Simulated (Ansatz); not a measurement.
# Si2Ni2Bi: relaxing a made-up structure, part 2 of 2

This structure for Si2Ni2Bi is made up. Its elements were placed in a known structure type with a cell scaled to their sizes. What cell does the guess relax to, and how far off was it?

Ansatz 0.2.0; DFT, PBEsol, plane-wave PAW, files of the set soft_1, scalar-relativistic, ferromagnetic start, cell and ions relaxed at zero pressure; PAW set soft_1 (the session's first sound run).

So far: The structure; Relaxation of the guess. The relaxed cell has a = 4.032, c = 9.386 Å (conventional setting).

## (3) Bands of the relaxed cell

With the geometry fixed, one more self-consistent run, with a narrower smearing and the mesh shown in its input, gives the bands, and its pressure, and its forces where symmetry allows any, show how far the geometry depends on these settings.

This step: DFT, PBEsol, plane-wave PAW, files of the set soft_1, scalar-relativistic, no spin, bands and density of states at the relaxed cell; PAW set soft_1 (Ansatz 0.2.0).

input.yaml reads:

```yaml
crystal:
  lattice:
    - [-2.0159731452, 2.0159731452, 4.6928219135]
    - [2.0159731452, -2.0159731452, 4.6928219135]
    - [2.0159731452, 2.0159731452, -4.6928219135]
  atoms:
    - { symbol: Bi, position: [0.0, 0.0, 0.0] }
    - { symbol: Ni, position: [0.25, 0.75, 0.5] }
    - { symbol: Ni, position: [0.75, 0.25, 0.5] }
    - { symbol: Si, position: [0.6286824159, 0.6286824159, 0.0] }
    - { symbol: Si, position: [0.3713175841, 0.3713175841, 0.0] }
kpoints:
  mp_grid: { grid: [12, 12, 12] }
  band_path:
    path:
      - [[0.0, 0.0, 0.0], [0.5, -0.5, 0.0], [0.5, -0.5, 0.0922723], [0.29613615, -0.29613615, 0.29613615], [0.0, 0.0, 0.0], [0.5, 0.5, -0.5], [0.70386385, 0.29613615, -0.29613615], [0.5, 0.0, 0.0], [0.75, -0.25, -0.25], [0.9077277, 0.0922723, -0.5], [0.5, 0.5, -0.5]]
      - [[0.5, -0.5, 0.0], [0.75, -0.25, -0.25]]
    npoints: 7
scf:
  occupations: { method: fermi_dirac, width: 0.03 }
  n_extra_bands: 9
hamiltonian:
  xc: pbesol
  pseudopotentials: { kind: paw, azcp: { folder: soft_1 }, xc_functional: pbe }
output:
  forces: true
  stress: true
  write_bands: true
  dos: { projected: true }
  write_density: true
  write_potential: true
  elf: true
  volumetric_format: npy
```

Launch:

```console
> ansatz run input.yaml --threads 4 --pin off --max-ram 8192MiB --backend cpu --events-out ev --progress --plain --runs-dir out
```

Numbers of over 12 decimals in the logs are rounded to 6 here.

Log:

```text
[...]
Crystal: 5 atoms, lattice volume = 76.289 Å³
Basis set: ecut = 420 eV, 1475 PW (Γ), exchange–correlation on 80×80×80 points (8 copies of the dense FFT grid, shifted against one another)
Bands: 39, of which v1, the nominal top of the filled ones, is band 30 counted from 1 (29 counted from 0)
Symmetry: 16 space group operations
[...]
k-points: 163 of 1728
[...]
SCF iter   1: F=—  HF=-25102.207650 eV  |F-HF|=—  |Δ(HF+E_count)|=         —  Δρ=1.56e-1  dr2=2.31e1  ethr=3.10e-3  ⟨swp⟩=6.6  Hψ=27389  notcnv=0
[...]
SCF iter  10: F=-25098.344797 eV  HF=-25098.344797 eV  |F-HF|=6.52e-9  |Δ(HF+E_count)|=   4.78e-8  Δρ=3.56e-6  dr2=1.06e-8  ethr=1.69e-10  ⟨swp⟩=14.4  Hψ=46478  notcnv=0
SCF 1 converged in 10 iterations: F = -25098.344797 eV  dr2 = 1.06e-8
[...]
NSCF: frozen V_eff on 79 k-points
SCF converged after 10 iterations
Free energy (F): -25098.344797 eV
[...]
Internal energy: -25098.337329 eV  (E = F + TS)
E sigma→0 (E₀):  -25098.341063 eV
Entropy (-TS):   -0.007468 eV (-1.494 meV/atom)
Fermi energy:    14.114383 eV
[...]
--- Forces (eV/Å), atoms counted from 1 ---
  atom   1  Bi     0.00000000     0.00000000     0.00000000
  atom   2  Ni     0.00000000     0.00000000     0.00000000
  atom   3  Ni     0.00000000    -0.00000000     0.00000000
  atom   4  Si     0.00000000     0.00000000     0.03658506
  atom   5  Si     0.00000000     0.00000000    -0.03658506
  max |Σ_I F_I| component: 1.39e-17 eV/Å
--- Stress (GPa, compression-positive) ---
        0.013065       0.000000       0.000000
        0.000000       0.013065       0.000000
        0.000000       0.000000      -0.063511
  P = ⅓ Tr σ = -0.0125 GPa (-0.125 kbar)
--- Band table (eV; the first three rows and the last of 163) ---
  k-point 0: bands = [... 26 lower, 12.9639, 13.1579, 13.1579, 13.8799, 13.8799, 15.9385, 16.1647, 16.9490, ... 5 higher]
  k-point 1: bands = [... 26 lower, 12.6484, 12.9755, 13.3713, 13.4104, 14.1746, 16.4258, 16.9064, 17.1342, ... 5 higher]
  k-point 2: bands = [... 26 lower, 12.5136, 12.7338, 12.7551, 13.4555, 15.0625, 15.3072, 17.4938, 18.2838, ... 5 higher]
  k-point 162: bands = [... 26 lower, 12.3598, 12.9638, 15.7278, 15.9708, 16.1126, 17.2329, 17.2329, 18.1019, ... 5 higher]
```

Wall time 8 s (4 threads of Intel Xeon Platinum 8488C (Sapphire Rapids), shared host); peak memory 0.72 GiB.

This step gave:

* free energy: -25098.3448 eV
* energy at zero smearing: -25098.3411 eV
* smearing term TS: 0.007468 eV
* pressure: -0.01246 GPa

From bands.tsv, the bands that come nearest the Fermi level along the path, at its corners, in eV from the Fermi level:

```tsv
point	band 27	band 28	band 29	band 30	band 31	band 32	band 33	band 34
Γ	-1.15	-0.96	-0.96	-0.23	-0.23	1.82	2.05	2.83
X	-1.89	-1.86	-1.06	-0.68	-0.05	1.25	1.90	5.04
Y	-1.91	-1.67	-1.06	-0.47	0.24	1.29	1.96	4.92
S	-2.07	-0.70	-0.17	0.83	0.96	1.90	2.54	3.40
Γ	-1.15	-0.96	-0.96	-0.23	-0.23	1.82	2.05	2.83
Z	-1.75	-1.15	1.61	1.86	2.00	3.12	3.12	3.99
S1	-2.07	-0.70	-0.17	0.83	0.96	1.90	2.54	3.40
N	-1.94	-0.22	-0.17	0.09	0.56	1.36	2.66	3.16
P	-1.87	-1.81	-1.81	-0.63	-0.63	2.31	3.38	4.25
Y1	-1.91	-1.67	-1.06	-0.47	0.24	1.29	1.96	4.92
Z	-1.75	-1.15	1.61	1.86	2.00	3.12	3.12	3.99
X	-1.89	-1.86	-1.06	-0.68	-0.05	1.25	1.90	5.04
P	-1.87	-1.81	-1.81	-0.63	-0.63	2.31	3.38	4.25
```

States per cell as run, both spins, in windows of 1 eV, from dos.tsv (zero at the Fermi level):

| from | to | total |
| --- | --- | --- |
| -8 | -7 | 1.33 |
| -7 | -6 | 0.38 |
| -6 | -5 | 1.80 |
| -5 | -4 | 2.79 |
| -4 | -3 | 5.15 |
| -3 | -2 | 8.71 |
| -2 | -1 | 5.71 |
| -1 | 0 | 2.45 |
| 0 | 1 | 2.06 |
| 1 | 2 | 2.02 |
| 2 | 3 | 2.38 |
| 3 | 4 | 2.53 |
| 4 | 5 | 2.09 |

A further 30.6 states lie below the table's range.

Valence density in the ac plane of the conventional cell at fractional y = 0.000, with atoms of Bi and Ni and Si within 0.2 Å of it. It is the smooth field of the valence electrons, not physical close to the nuclei.

Values in e/Å³, 24 rows by 14 columns, each cell a mean:
```
 7  5  3  1  0  0  0  0  0  0  0  1  4  6
 3  2  1  0  0  0  0  0  0  0  0  1  2  3
 1  0  0  0  0  0  0  0  0  0  0  0  0  1
 0  0  0  0  0  0  1  1  1  0  0  0  0  0
 0  0  0  0  1  2  7 10  5  1  0  0  0  0
 0  0  0  0  1  7 31 47 19  3  1  0  0  0
 0  0  0  0  1  5 19 29 12  2  1  0  0  0
 0  0  0  0  1  1  2  3  2  1  0  0  0  0
 0  0  0  0  0  0  0  0  0  0  0  0  0  0
 0  0  0  0  0  0  0  0  0  0  0  0  0  0
 0  0  0  0  0  0  0  0  0  0  0  0  0  0
 1  0  0  0  0  0  0  0  0  0  0  0  0  0
 1  0  0  0  0  0  0  0  0  0  0  0  0  0
 0  0  0  0  0  0  0  0  0  0  0  0  0  0
 0  0  0  0  0  0  0  0  0  0  0  0  0  0
 0  0  0  0  0  0  1  1  1  0  0  0  0  0
 0  0  0  0  1  2  7 10  5  1  1  0  0  0
 0  0  0  0  1  7 31 47 19  3  1  0  0  0
 0  0  0  0  1  5 19 29 12  2  0  0  0  0
 0  0  0  0  0  1  2  3  2  1  0  0  0  0
 0  0  0  0  0  0  0  0  0  0  0  0  0  0
 1  1  1  0  0  0  0  0  0  0  0  0  1  1
 5  3  2  1  0  0  0  0  0  0  0  1  2  4
 8  6  3  1  0  0  0  0  0  0  0  2  4  7
```
Columns run along a (4.0 Å), rows up along c (9.4 Å), edges of the conventional cell, whose origin can differ from the input's. Atoms in or near the plane, at fractional coordinates: Bi at (0.00, 0.00), Ni at (0.50, 0.25), Ni at (0.50, 0.75), Si at (0.00, 0.63), Si at (0.00, 0.37).

ELF in the ac plane of the conventional cell at fractional y = 0.000, with atoms of Bi and Ni and Si within 0.2 Å of it. It is the smooth field of the valence electrons, not physical close to the nuclei.

Ten even steps from '0' (0.10) to '9' (0.92), each cell a mean:
```
01232100023320
23332111112332
32221111111223
01111011101111
01100144310111
33311389620233
45531378522455
34663122124653
43575211136643
44564211235544
77652100013577
99741000002589
98742000012589
65653211124555
43565211236643
34674211125753
35652244313664
44421389621354
22210278510122
00110122100100
11111111111111
33321111112233
12332100113331
10233100023310
```
Columns run along a (4.0 Å), rows up along c (9.4 Å), edges of the conventional cell, whose origin can differ from the input's. Atoms in or near the plane, at fractional coordinates: Bi at (0.00, 0.00), Ni at (0.50, 0.25), Ni at (0.50, 0.75), Si at (0.00, 0.63), Si at (0.00, 0.37).

Electrostatic potential energy in the ac plane of the conventional cell at fractional y = 0.000, with atoms of Bi and Ni and Si within 0.2 Å of it. With pseudopotentials it is smooth inside the atoms' cores, unlike the true potential.

Ten even steps from '_' (-36 eV) to '@' (17 eV), each cell a mean:
```
____..++%%@@@@@@@@@@##--____
..::==##@@@@@@@@@@@@%%**--..
**##%%@@@@@@@@@@@@@@@@%%##**
@@@@@@@@@@%%######%%@@@@@@@@
@@@@@@@@##++++**++**%%@@@@@@
@@@@@@%%++++@@@@%%++##@@@@@@
**##%%%%**++%%@@##++##%%##**
----++%%%%**++++++##%%##==--
%%==--##%%@@%%%%%%@@%%++::++
==--==##@@@@@@@@@@@@%%**----
==++##%%@@@@@@@@@@@@@@%%**==
%%%%@@@@@@@@@@@@@@@@@@@@%%%%
####%%@@@@@@@@@@@@@@@@@@%%##
----++%%@@@@@@@@@@@@@@##==--
##----##@@@@@@@@@@@@%%++::++
**----##%%%%######%%%%**--==
--==**%%##++++**++++%%##++--
%%%%%%%%++++@@@@%%++##%%%%%%
@@@@@@@@**++%%@@##++##@@@@@@
@@@@@@@@%%**++++++##@@@@@@@@
%%%%@@@@@@@@%%%%@@@@@@@@@@%%
--==**%%@@@@@@@@@@@@@@##**==
____::**%%@@@@@@@@@@%%==..__
______==%%@@@@@@@@@@##::____
```
Columns run along a (4.0 Å; values clipped at the 3rd and 97th percentile), rows up along c (9.4 Å), edges of the conventional cell, whose origin can differ from the input's. Atoms in or near the plane, at fractional coordinates: Bi at (0.00, 0.00), Ni at (0.50, 0.25), Ni at (0.50, 0.75), Si at (0.00, 0.63), Si at (0.00, 0.37).

## (4) Summary of results

```json
{
  "space group, relaxed": "I4/mmm",
  "conventional cell": "a = 4.032, b = 4.032, c = 9.386 Å; α = 90.0°, β = 90.0°, γ = 90.0°",
  "volume per atom": "15.26 Å³ (guess 14.77)",
  "total moment": "0.00 μB in the cell of 5 atoms"
}
```

**Reading.** Si2Ni2Bi relaxes to I4/mmm with a = 4.032, b = 4.032 and c = 9.386 Å. The guessed volume was 3 % too small. The space group I4/mmm was held in the relaxation, so the end point is a stationary structure within it and may be a saddle against distortions or other arrangements. The moments died out from this one start and weren't seeded again at the relaxed cell. Bands cross the Fermi level, so it is a metal or semimetal at this level. The electron count is odd, which forces that without spin polarisation or a larger cell. On the 12×12×12 mesh with the narrower smearing (relaxed on 10×10×10) the largest force component is 0.037 eV/Å and the largest stress component is 0.064 GPa, against the relaxation's thresholds of 0.015 eV/Å and 0.05 GPa. The cutoff wasn't tested. Spin-orbit coupling is left out, which can matter for elements this heavy. No dispersion term is used, so weakly bound directions may come out too long. Nothing here tests whether the compound is stable against decomposition.

[Logs are printed without paths, hosts, clocks, repeated set-up lines and the standing remarks that a program may print on its own settings, such as how far it seeks lower states.]

[Hosts, paths, dates, database ids (printed as entryN), source tags and the programs' standing remarks are cut or masked in the printed files.]
